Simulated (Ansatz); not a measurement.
## BeC2 (built on the sites of a database entry of BaC2): relaxing the cell for a phonon run: relaxation

Ansatz 0.2.0; DFT PBE+D4, scalar-relativistic, plane waves, PAW.

The structure was built from a prototype and need not be the compound's stable phase.

Symmetry: I4/mmm, No. 139, tetragonal system. The conventional cell has a = 3.642 Å, b = 3.642 Å, c = 4.642 Å, α = 90.00°, β = 90.00°, γ = 90.00°. Be has 2 C at 1.70 Å nearest. Nearest to C lie 1 C at 1.25 Å and 1 Be at 1.70 Å. Farther neighbours are not listed.

Step by step:

```csv
step,energy less that of the first step (eV),largest force component (eV/Å),pressure (GPa),volume (Å³)
1,0.0000,0.0087,0.15,30.79
2,0.0001,0.0030,0.00,30.92
3,0.0003,0.0066,0.03,31.01
4,0.0003,0.0036,-0.01,31.02
5*,-0.0002,0.0032,0.02,31.02
```

Relaxation steps marked * repeat the geometry before them on a plane-wave basis chosen anew for their cell, so energy and pressure can jump there.

Forces are held to the 16 operations that the run works with; a distortion that breaks them can't arise in this run.

```csv
"conventional cell, symmetrised",before,after,change
a (Å),3.642,3.656,+0.4 %
b (Å),3.642,3.656,+0.4 %
c (Å),4.642,4.640,-0.0 %
volume (Å³/atom),10.26,10.34,+0.7 %
```

Final coordinates:

```xyz
3
Lattice="-1.8281 1.8281 2.3202 1.8281 -1.8281 2.3202 1.8281 1.8281 -2.3202" Properties=species:S:1:pos:R:3 pbc="T T T"
Be    0.0000    0.0000    0.0000
C     0.0000    0.0000    2.9440
C     0.0000    0.0000    1.6963
```

Numbers from this step:

```yaml
pressure: 0.01761 GPa
gap_on_the_k_mesh: 2.392 eV
volume_per_atom: 10.34 Å³
direct_gap_on_mesh: 2.904 eV
```

Q: Write an input that reproduces this.

The system, level and task follow from the heading and the kind of results. Meshes, cutoffs and thresholds can't be read from the results; these are the ones that the run used.

input.yaml reads:

```yaml
crystal:
  lattice:
    - [-1.8209150856, 1.8209150856, 2.3211911044]
    - [1.8209150856, -1.8209150856, 2.3211911044]
    - [1.8209150856, 1.8209150856, -2.3211911044]
  atoms:
    - { symbol: Be, position: [0.0, 0.0, 0.0] }
    - { symbol: C, position: [0.6344098913, 0.6344098913, 0.0] }
    - { symbol: C, position: [0.3655901087, 0.3655901087, 0.0] }
kpoints:
  mp_grid: { grid: [10, 10, 10] }
hamiltonian:
  xc: pbe
  dispersion: d4
scf:
  occupations: { method: gaussian, width: 0.02 }
output:
  forces: true
  stress: true
  eigenvalues: true
relax:
  adjacent_minimum: "off"
  f_tol: 0.005
  max_steps: 80
  cell: { stress_tol: 0.05 }
```

Run with:

```bash
ansatz run input.yaml --threads 4 --pin off --max-ram 7168MiB --backend cpu --events-out ev --progress --plain --runs-dir out
```

[Logs are printed without paths, hosts, clocks, repeated set-up lines and the standing remarks that a program may print on its own settings, such as how far it seeks lower states.]

[Hosts, paths, dates, database ids (printed as entryN), source tags and the programs' standing remarks are cut or masked in the printed files.]
